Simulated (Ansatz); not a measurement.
# Na4AgI2Cl3: complex band structure

Wanted: the relaxed cell of Na4AgI2Cl3, its band edges and its decay constants. It is built by putting I for part of the Cl in the Na4AgCl5 structure of space group Immm, with the volume rescaled by atomic radii. The parent structure comes from the Materials Project.

Calculated with Ansatz 0.2.0; LDA DFT, plane waves, PAW files, in the first sound run; inputs show where later runs differ.

The structure was built from a prototype and need not be the compound's stable phase.

### 1. The starting structure

Symmetry: Immm, No. 71, orthorhombic system. Conventional cell: a = 4.074 Å, b = 5.737 Å, c = 20.310 Å, α = 90.00°, β = 90.00°, γ = 90.00°. Na has 2 I at 2.87 Å and 4 Cl at 2.87 to 2.88 Å nearest. Na has 4 Cl at 2.87 to 2.88 Å and 2 I at 2.88 Å nearest. Ag has 2 Cl at 2.87 Å and 4 I at 2.87 Å nearest. Cl has 6 Na at 2.87 to 2.88 Å nearest. I has 4 Na at 2.87 to 2.88 Å and 2 Ag at 2.87 Å nearest. Cl has 2 Ag at 2.87 Å and 4 Na at 2.87 Å nearest. It derives from Na4AgCl5. I for part of the Cl in the Na4AgCl5 structure of space group Immm. Farther neighbours and most contacts between anions are not listed.

### 2. Relaxing the new crystal

The substituted atoms don't fit the parent's cell, so cell and atoms relax together. A small smearing keeps the run stable in case the gap closes on the way.

Input file input.yaml:

```yaml
crystal:
  lattice:
    - [-2.0368071027, 2.8683712822, 10.1551069317]
    - [2.0368071027, -2.8683712822, 10.1551069317]
    - [2.0368071027, 2.8683712822, -10.1551069317]
  atoms:
    - { symbol: Na, position: [0.59945966, 0.59945966, 0.0] }
    - { symbol: Na, position: [0.20013531, 0.20013531, 0.0] }
    - { symbol: Na, position: [0.79986469, 0.79986469, 0.0] }
    - { symbol: Na, position: [0.40054034, 0.40054034, 0.0] }
    - { symbol: Ag, position: [0.0, 0.0, 0.0] }
    - { symbol: Cl, position: [0.3003879, 0.8003879, 0.5] }
    - { symbol: I, position: [0.9001606, 0.4001606, 0.5] }
    - { symbol: Cl, position: [0.5, 0.0, 0.5] }
    - { symbol: I, position: [0.0998394, 0.5998394, 0.5] }
    - { symbol: Cl, position: [0.6996121, 0.1996121, 0.5] }
kpoints:
  mp_grid: { grid: [6, 6, 6] }
scf:
  occupations: { method: gaussian, width: 0.03 }
hamiltonian:
  xc: lda
output:
  forces: true
  stress: true
relax:
  f_tol: 0.02
  max_steps: 60
  cell: {}
```

Started as:

```sh
$ ansatz run input.yaml --threads 2 --pin off --max-ram 4096MiB --backend cpu --events-out ev --progress --plain --runs-dir out
```

Numbers of over 12 decimals in the logs are rounded to 6 here.

Output:

```text
basis.fft_grid_basis auto: the FFT boxes are laid along the combinations [[1, 0, 1], [0, 1, 1], [0, 0, 1]] of the cell's own vectors, 5.737, 4.074 and 10.747 Å long. The dense box has 40×30×72 points. Along the cell's own vectors, as sized, it would have 72×72×72, 4.32 times as many. Of the 8 symmetry operations that the crystal satisfies within crystal.symmetry.tolerance (time reversal apart; of a slab, those that k [...]
Engine: ansatz 0.2.0, x86_64-unknown-linux-gnu
Pseudopotentials: kind: paw
Pseudopotential: Na, paw, valence charge 9, recommended cutoff 420 eV (normal), Na.paw.azcp
Pseudopotential: Ag, paw, valence charge 19, recommended cutoff 420 eV (normal), Ag.paw.azcp
Pseudopotential: Cl, paw, valence charge 7, recommended cutoff 420 eV (normal), Cl.paw.azcp
Pseudopotential: I, paw, valence charge 17, recommended cutoff 420 eV (normal), I.paw.azcp
Functional definition: SPW92
  exchange = slater_x
  correlation = pw_c
Crystal: 10 atoms, lattice volume = 237.317 Å³
Basis set: ecut = 420 eV, 4647 PW (Γ), FFT grids on a1+a3, a2+a3, a3
Bands: 66, of which v1, the nominal top of the filled ones, is band 55 counted from 1 (54 counted from 0)
Symmetry: 8 space group operations
Space group: Immm (ITA 71), of the structure as read, at distance tolerance 6.2e-5 Å
k-points: 46 of 216
Non-local potential: Na, projectors of the file, l = 0: 3, l = 1: 2, l = 2: 1
Non-local potential: Ag, projectors of the file, l = 0: 3, l = 1: 2, l = 2: 2, l = 3: 1
Non-local potential: Cl, projectors of the file, l = 0: 2, l = 1: 2, l = 2: 2
Non-local potential: I, projectors of the file, l = 0: 2, l = 1: 2, l = 2: 2, l = 3: 2
PAW form: soft (Blöchl's): semilocal exchange-correlation on the pseudo side does not see the compensation charge
PAW frozen core: Na, regenerated for the run's functional, and the local potential with it (the file was generated under x = pbe(κ = 0.804, μ = 0.219515), c = pbe(β = 0.066725))
PAW frozen core: Ag, regenerated for the run's functional, and the local potential with it (the file was generated under x = pbe(κ = 0.804, μ = 0.219515), c = pbe(β = 0.066725))
PAW frozen core: Cl, regenerated for the run's functional, and the local potential with it (the file was generated under x = pbe(κ = 0.804, μ = 0.219515), c = pbe(β = 0.066725))
PAW frozen core: I, regenerated for the run's functional, and the local potential with it (the file was generated under x = pbe(κ = 0.804, μ = 0.219515), c = pbe(β = 0.066725))
PAW one-centre angular grid: Na, 110 points (default); XC on 64 Gauss nodes
PAW one-centre angular grid: Ag, 590 points (default); XC on 64 Gauss nodes
PAW one-centre angular grid: Cl, 110 points (default); XC on 64 Gauss nodes
PAW one-centre angular grid: I, 590 points (default); XC on 64 Gauss nodes
Initial density: superposition of atomic densities (neutral atoms: chi_scale 0, normalization atom), corrected by the library's trained network
Initial wavefunctions: pseudopotential atomic-orbital guess
Functional: x = slater, c = lda
SCF iter   1: F=—  HF=-31181.418487 eV  |F-HF|=—  |Δ(HF+E_count)|=         —  Δρ=7.91e-3  dr2=1.13e-1  ethr=1.77e-3  ⟨swp⟩=8.1  Hψ=12646  notcnv=0  defer=36
preconditioner: auto → Resta (q_TF=auto, 2.400 Å⁻¹)  ε∞=3.6  [insulator: Δε(μ)=2.530 eV  Ē_g=10.593 eV  σ=0.030 eV  W_gap=1.00  n_scr=56 (ndim 8)  ℏωp=17.0 eV  f_vac=0.048  D(μ)=0.00/eV (n_scr^D=0)  ε∞_Penn≈3.6]
SCF iter   2: F=—  HF=-31181.377395 eV  |F-HF|=—  |Δ(HF+E_count)|=   4.11e-2  Δρ=3.03e-3  dr2=1.66e-2  ethr=1.03e-4  ⟨swp⟩=2.7  Hψ=5632  notcnv=0  defer=213
SCF iter   3: F=—  HF=-31181.373050 eV  |F-HF|=—  |Δ(HF+E_count)|=   4.34e-3  Δρ=1.11e-3  dr2=2.39e-3  ethr=1.51e-5  ⟨swp⟩=2.3  Hψ=4132  notcnv=0  defer=213
SCF iter   4: F=—  HF=-31181.372672 eV  |F-HF|=—  |Δ(HF+E_count)|=   3.78e-4  Δρ=2.83e-4  dr2=1.90e-4  ethr=2.17e-6  ⟨swp⟩=2.0  Hψ=3734  notcnv=0  defer=213
SCF iter   5: F=—  HF=-31181.372654 eV  |F-HF|=—  |Δ(HF+E_count)|=   1.73e-5  Δρ=7.58e-5  dr2=1.10e-5  ethr=1.73e-7  ⟨swp⟩=2.0  Hψ=5307  notcnv=0  defer=213
SCF iter   6: F=—  HF=-31181.372762 eV  |F-HF|=—  |Δ(HF+E_count)|=   1.08e-4  Δρ=2.16e-5  dr2=9.51e-7  ethr=1.00e-8  ⟨swp⟩=2.0  Hψ=5307  notcnv=0  defer=213
SCF iter   7: F=-31181.372762 eV  HF=-31181.372762 eV  |F-HF|=1.53e-8  |Δ(HF+E_count)|=   5.52e-8  Δρ=4.28e-6  dr2=7.18e-8  ethr=9.09e-11  ⟨swp⟩=5.0  Hψ=10456  notcnv=0
SCF 1 converged in 7 iterations: F = -31181.372762 eV  dr2 = 7.18e-8
  greatest PAW one-centre occupation: 1.002 electrons in one spin orbital (limit 2), on the Ag atom at site 4 (counted from 0), in its partial waves of l = 0
relax step   1: F+E_penalty+E_count = -31181.37276174 eV  Δ(F+E_penalty+E_count) = +0.000e0 eV  max|allowed force component| = 7.795e-1 eV/Å  Δτ_max = 0.0000 Å  P = +0.739 GPa  Ω = 237.317 Å³  (7 SCF iters, dr2 threshold 1.00e-7 eV, accepted)
Crystal: 10 atoms, lattice volume = 241.734 Å³
Basis set: ecut = 420 eV, 4715 PW (Γ), FFT grids on a1+a3, a2+a3, a3
Initial density: handed on by an earlier stage of this run
Initial wavefunctions: those handed on with the density
iter 1 solved again at ethr=2.65e-4 eV; its pass at ethr=3.10e-3 eV (dr2=2.91e-1 eV) is discarded
SCF iter   1: F=—  HF=-31181.725203 eV  |F-HF|=—  |Δ(HF+E_count)|=         —  Δρ=1.25e-2  dr2=2.93e-1  ethr=2.65e-4  ⟨swp⟩=2.9  Hψ=14264  notcnv=0
preconditioner: auto → Resta (q_TF=auto, 2.393 Å⁻¹)  ε∞=3.5  [insulator: Δε(μ)=2.174 eV  Ē_g=10.588 eV  σ=0.030 eV  W_gap=1.00  n_scr=56 (ndim 8)  ℏωp=16.9 eV  f_vac=0.036  D(μ)=0.00/eV (n_scr^D=0)  ε∞_Penn≈3.5]
SCF iter   2: F=—  HF=-31181.627599 eV  |F-HF|=—  |Δ(HF+E_count)|=   9.76e-2  Δρ=6.42e-3  dr2=8.37e-2  ethr=2.65e-4  ⟨swp⟩=2.9  Hψ=5474  notcnv=0
SCF iter   3: F=—  HF=-31181.588311 eV  |F-HF|=—  |Δ(HF+E_count)|=   3.93e-2  Δρ=6.54e-4  dr2=1.50e-3  ethr=7.61e-5  ⟨swp⟩=4.1  Hψ=6003  notcnv=0  defer=1
SCF iter   4: F=—  HF=-31181.587865 eV  |F-HF|=—  |Δ(HF+E_count)|=   4.46e-4  Δρ=2.87e-4  dr2=2.02e-4  ethr=1.37e-6  ⟨swp⟩=2.0  Hψ=5395  notcnv=0
SCF iter   5: F=—  HF=-31181.587952 eV  |F-HF|=—  |Δ(HF+E_count)|=   8.67e-5  Δρ=1.31e-4  dr2=4.38e-5  ethr=1.83e-7  ⟨swp⟩=2.1  Hψ=5561  notcnv=0
SCF iter   6: F=—  HF=-31181.587943 eV  |F-HF|=—  |Δ(HF+E_count)|=   8.45e-6  Δρ=4.64e-5  dr2=5.36e-6  ethr=3.98e-8  ⟨swp⟩=2.0  Hψ=5566  notcnv=0
SCF iter   7: F=-31181.587942 eV  HF=-31181.587942 eV  |F-HF|=4.93e-8  |Δ(HF+E_count)|=   9.60e-7  Δρ=1.08e-5  dr2=3.40e-7  ethr=9.09e-10  ⟨swp⟩=5.0  Hψ=10658  notcnv=0
SCF 2 converged in 7 iterations: F = -31181.587942 eV  dr2 = 3.40e-7
relax step   2: F+E_penalty+E_count = -31181.58794219 eV  Δ(F+E_penalty+E_count) = -2.152e-1 eV  max|allowed force component| = 2.020e-1 eV/Å  Δτ_max = 0.1982 Å  P = -0.034 GPa  Ω = 241.734 Å³  energy of the carried Pulay correction = -3.760e-4 eV  (7 SCF iters, dr2 threshold 1.00e-6 eV, accepted)
Crystal: 10 atoms, lattice volume = 238.950 Å³
Basis set: ecut = 420 eV, 4675 PW (Γ), FFT grids on a1+a3, a2+a3, a3
iter 1 solved again at ethr=2.14e-4 eV; its pass at ethr=3.10e-3 eV (dr2=2.36e-1 eV) is discarded
SCF iter   1: F=—  HF=-31181.743596 eV  |F-HF|=—  |Δ(HF+E_count)|=         —  Δρ=1.08e-2  dr2=2.39e-1  ethr=2.14e-4  ⟨swp⟩=2.9  Hψ=14019  notcnv=0
preconditioner: auto → Resta (q_TF=auto, 2.397 Å⁻¹)  ε∞=3.5  [insulator: Δε(μ)=2.218 eV  Ē_g=10.660 eV  σ=0.030 eV  W_gap=1.00  n_scr=56 (ndim 8)  ℏωp=17.0 eV  f_vac=0.028  D(μ)=0.00/eV (n_scr^D=0)  ε∞_Penn≈3.5]
SCF iter   2: F=—  HF=-31181.666200 eV  |F-HF|=—  |Δ(HF+E_count)|=   7.74e-2  Δρ=5.60e-3  dr2=6.14e-2  ethr=2.14e-4  ⟨swp⟩=3.1  Hψ=4983  notcnv=0
SCF iter   3: F=—  HF=-31181.638889 eV  |F-HF|=—  |Δ(HF+E_count)|=   2.73e-2  Δρ=1.01e-3  dr2=2.58e-3  ethr=5.59e-5  ⟨swp⟩=3.6  Hψ=5679  notcnv=0  defer=1
SCF iter   4: F=—  HF=-31181.638112 eV  |F-HF|=—  |Δ(HF+E_count)|=   7.77e-4  Δρ=3.96e-4  dr2=4.14e-4  ethr=2.35e-6  ⟨swp⟩=2.0  Hψ=5569  notcnv=0
SCF iter   5: F=—  HF=-31181.638144 eV  |F-HF|=—  |Δ(HF+E_count)|=   3.19e-5  Δρ=1.35e-4  dr2=5.00e-5  ethr=3.76e-7  ⟨swp⟩=2.0  Hψ=5626  notcnv=0
SCF iter   6: F=—  HF=-31181.638138 eV  |F-HF|=—  |Δ(HF+E_count)|=   5.76e-6  Δρ=3.06e-5  dr2=4.00e-6  ethr=4.54e-8  ⟨swp⟩=2.0  Hψ=5222  notcnv=0
SCF iter   7: F=-31181.638138 eV  HF=-31181.638138 eV  |F-HF|=6.32e-9  |Δ(HF+E_count)|=   1.37e-7  Δρ=6.49e-6  dr2=1.54e-7  ethr=9.09e-10  ⟨swp⟩=4.9  Hψ=10057  notcnv=0
SCF 3 converged in 7 iterations: F = -31181.638138 eV  dr2 = 1.54e-7
relax step   3: F+E_penalty+E_count = -31181.63813761 eV  Δ(F+E_penalty+E_count) = -5.020e-2 eV  max|allowed force component| = 1.242e-1 eV/Å  Δτ_max = 0.1552 Å  P = +0.239 GPa  Ω = 238.950 Å³  energy of the carried Pulay correction = -1.398e-4 eV  (7 SCF iters, dr2 threshold 1.00e-6 eV, accepted)
[...]
relax step   4: F+E_penalty+E_count = -31181.64736060 eV  Δ(F+E_penalty+E_count) = -9.223e-3 eV  max|allowed force component| = 1.881e-2 eV/Å  Δτ_max = 0.0447 Å  P = +0.034 GPa  Ω = 240.338 Å³  energy of the carried Pulay correction = -2.579e-4 eV  (6 SCF iters, dr2 threshold 9.64e-7 eV, accepted)
[...]
relax step   5: F+E_penalty+E_count = -31181.64877767 eV  Δ(F+E_penalty+E_count) = -1.417e-3 eV  max|allowed force component| = 1.203e-2 eV/Å  Δτ_max = 0.0128 Å  P = +0.020 GPa  Ω = 240.580 Å³  energy of the carried Pulay correction = -2.784e-4 eV  (6 SCF iters, dr2 threshold 1.63e-7 eV, accepted)
[...]
relax step   6: F+E_penalty+E_count = -31181.64884728 eV  Δ(F+E_penalty+E_count) = -6.961e-5 eV  max|allowed force component| = 7.183e-3 eV/Å  Δτ_max = 0.0068 Å  P = -0.019 GPa  Ω = 241.052 Å³  energy of the carried Pulay correction = -3.184e-4 eV  (6 SCF iters, dr2 threshold 1.35e-8 eV, accepted)
Initial wavefunctions: pseudopotential atomic-orbital guess (no wavefunctions were taken with the density)
iter 1 solved again at ethr=4.12e-7 eV; its pass at ethr=3.10e-3 eV (dr2=4.54e-4 eV) is discarded
SCF iter   1: F=—  HF=-31181.648624 eV  |F-HF|=—  |Δ(HF+E_count)|=         —  Δρ=3.74e-4  dr2=7.21e-6  ethr=4.12e-7  ⟨swp⟩=4.1  Hψ=20872  notcnv=0
preconditioner: auto → Resta (q_TF=auto, 2.394 Å⁻¹)  ε∞=3.5  [insulator: Δε(μ)=2.240 eV  Ē_g=10.603 eV  σ=0.030 eV  W_gap=1.00  n_scr=56 (ndim 8)  ℏωp=16.9 eV  f_vac=0.033  D(μ)=0.00/eV (n_scr^D=0)  ε∞_Penn≈3.5]
SCF iter   2: F=—  HF=-31181.649027 eV  |F-HF|=—  |Δ(HF+E_count)|=   4.04e-4  Δρ=1.89e-4  dr2=1.84e-6  ethr=6.56e-9  ⟨swp⟩=1.9  Hψ=3935  notcnv=0
SCF iter   3: F=—  HF=-31181.649130 eV  |F-HF|=—  |Δ(HF+E_count)|=   1.02e-4  Δρ=1.75e-6  dr2=4.45e-9  ethr=1.67e-9  ⟨swp⟩=1.0  Hψ=3037  notcnv=0
SCF iter   4: F=—  HF=-31181.649130 eV  |F-HF|=—  |Δ(HF+E_count)|=   1.36e-9  Δρ=3.52e-7  dr2=2.00e-10  ethr=4.04e-12  ⟨swp⟩=2.4  Hψ=5620  notcnv=0
SCF iter   5: F=-31181.649130 eV  HF=-31181.649130 eV  |F-HF|=2.18e-11  |Δ(HF+E_count)|=  5.82e-11  Δρ=1.13e-7  dr2=2.61e-11  ethr=1.00e-12  ⟨swp⟩=5.0  Hψ=10414  notcnv=0
SCF 7 converged in 5 iterations: F = -31181.649130 eV  dr2 = 2.61e-11
relax step   7: F+E_penalty+E_count = -31181.64912951 eV  Δ(F+E_penalty+E_count) = -2.822e-4 eV  max|allowed force component| = 7.185e-3 eV/Å  Δτ_max = 0.0000 Å  P = -0.019 GPa  Ω = 241.052 Å³  stress off target by 2.11e-2 GPa  SCF on the basis re-selected at this cell (its energy is not comparable with the rows above)  (5 SCF iters)
basis re-selected at this cell: Δ(F+E_penalty+E_count) = -2.822e-4 eV, ΔP = -0.000 GPa vs the last step (what re-selecting the basis moved, of the pressure what is left beyond the Pulay correction that the steps carried, after the strain that the cell walked since its last selection, with what the two solves' SCF thresholds leave and, on support functions, any second-order correction that the steps lacked; it is no m [...]
SCF converged after 5 iterations
Free energy (F): -31181.649130 eV
Harris-Foulkes:  -31181.649130 eV  (|F-HF|=2.18e-11)
Internal energy: -31181.649130 eV  (E = F + TS)
E sigma→0 (E₀):  -31181.649130 eV
Fermi energy:    6.399748 eV
--- Per-component energies (eV) ---
  E_band       = -2020.344072
  E_kinetic    = 1879.306788
  E_local      = -13846.731489  (includes V_loc(G=0)·N_el)
  E_nonlocal   = 476.626943
  E_hartree    = 5971.309618
  E_xc         = -910.406535
  E_vxc        = -1057.251154  (∫ρ·V_xc dr)
  E_paw        = -15948.701085  (= ΣΔE_a)
  E_vpaw       = -1414.915182  (= ΣTr[D̂ρ^β])
  E_aug_tail   = 0.000575  (compensation charges beyond the density's cutoff)
  E_ewald      = -8806.476217
  E_core_change = 3.422273  (= ΣΔE_core)
  E_smearing   = -0.000000  (= −TS)
  E_closure    = 0.000000  (closes the sum)
  Σ components = -31181.649130   (vs F -31181.649130, Δ=0.00e0)
--- Forces (eV/Å), atoms counted from 1 ---
  atom   1  Na     0.00000000     0.00000000     0.00718494
  atom   2  Na     0.00000000     0.00000000     0.00289311
  atom   3  Na     0.00000000     0.00000000    -0.00289311
  atom   4  Na     0.00000000     0.00000000    -0.00718494
  atom   5  Ag     0.00000000     0.00000000    -0.00000000
  atom   6  Cl     0.00000000     0.00000000     0.00571467
  atom   7  I      0.00000000     0.00000000     0.00351091
  atom   8  Cl     0.00000000     0.00000000    -0.00000000
  atom   9  I      0.00000000     0.00000000    -0.00351091
  atom  10  Cl     0.00000000     0.00000000    -0.00571467
  max |Σ_I F_I| component: 2.60e-18 eV/Å
--- Stress (GPa, compression-positive) ---
       -0.021058       0.000000       0.000000
        0.000000      -0.015410       0.000000
        0.000000       0.000000      -0.020907
  P = ⅓ Tr σ = -0.0191 GPa (-0.191 kbar)
--- Relaxed structure (6 steps of the walk, 6 accepted, 1 SCFs on fresh bases) ---
  F+E_penalty+E_count = -31181.64912951 eV   max|allowed force component| = 7.185e-3 eV/Å   (the final SCF, on the basis selected at the relaxed cell)
  cell:  # Å, volume = 241.0518 Å³
    - [-2.029060, 2.957893, 10.040911]
    - [2.029060, -2.957893, 10.040911]
    - [2.029060, 2.957893, -10.040911]
  atoms:
    - { symbol: Na, position: [0.593429, 0.593429, 0] }
    - { symbol: Na, position: [0.216213, 0.216213, 0] }
    - { symbol: Na, position: [0.783787, 0.783787, 0] }
    - { symbol: Na, position: [0.406571, 0.406571, 0] }
    - { symbol: Ag, position: [0, 0, 0] }
    - { symbol: Cl, position: [0.303428, 0.803428, 0.5] }
    - { symbol: I, position: [0.899562, 0.399562, 0.5] }
    - { symbol: Cl, position: [0.5, 0, 0.5] }
    - { symbol: I, position: [0.100438, 0.600438, 0.500000] }
    - { symbol: Cl, position: [0.696572, 0.196572, 0.5] }
```

The job ended after 99 s (2 threads of Intel Xeon Platinum 8259CL at 2.50GHz (Skylake/Cascade Lake), shared host; peak memory 0.92 GiB; 3.3 min of CPU time).

The steps of the relaxation:

| step | energy less that of the first step (eV) | largest force component (eV/Å) | pressure (GPa) | volume (Å³) |
| --- | --- | --- | --- | --- |
| 1 | 0.0000 | 0.7795 | 0.74 | 237.32 |
| 2 | -0.2152 | 0.2020 | -0.03 | 241.73 |
| 3 | -0.2654 | 0.1242 | 0.24 | 238.95 |
| 4 | -0.2746 | 0.0188 | 0.03 | 240.34 |
| 5 | -0.2760 | 0.0120 | 0.02 | 240.58 |
| 6 | -0.2761 | 0.0072 | -0.02 | 241.05 |
| 7* | -0.2764 | 0.0072 | -0.02 | 241.05 |

Relaxation steps marked * repeat the geometry before them on a plane-wave basis chosen anew for their cell, so energy and pressure can jump there.

The run keeps the 8 symmetry operations that it works with, so distortions that break them were not tested.

| conventional cell, symmetrised | before | after | change |
| --- | --- | --- | --- |
| a (Å) | 4.074 | 4.058 | -0.4 % |
| b (Å) | 5.737 | 5.916 | +3.1 % |
| c (Å) | 20.310 | 20.082 | -1.1 % |
| volume (Å³/atom) | 23.73 | 24.11 | +1.6 % |

The atoms that moved most (Å, as changes of fractional coordinates times the final cell):

| atom | dx | dy | dz | length |
| --- | --- | --- | --- | --- |
| Na2 | 0.000 | 0.000 | 0.323 | 0.323 |
| Na3 | 0.000 | 0.000 | -0.323 | 0.323 |
| Na1 | 0.000 | 0.000 | -0.121 | 0.121 |
| Na4 | 0.000 | 0.000 | 0.121 | 0.121 |
| Cl6 | 0.000 | 0.000 | 0.061 | 0.061 |
| Cl10 | 0.000 | 0.000 | -0.061 | 0.061 |
| I9 | 0.000 | 0.000 | 0.012 | 0.012 |
| I7 | 0.000 | 0.000 | -0.012 | 0.012 |

Numbers from this step:

```yaml
free_energy: -31181.6491 eV
fermi_energy: 6.400 eV
pressure: -0.01913 GPa
```

The largest force component on a free atom ends at 0.0072 eV/Å.

(Part 1 of 2 ends here.)

[Logs are printed without paths, hosts, clocks, repeated set-up lines and the standing remarks that a program may print on its own settings, such as how far it seeks lower states.]

[Hosts, paths, dates, database ids (printed as entryN), source tags and the programs' standing remarks are cut or masked in the printed files.]
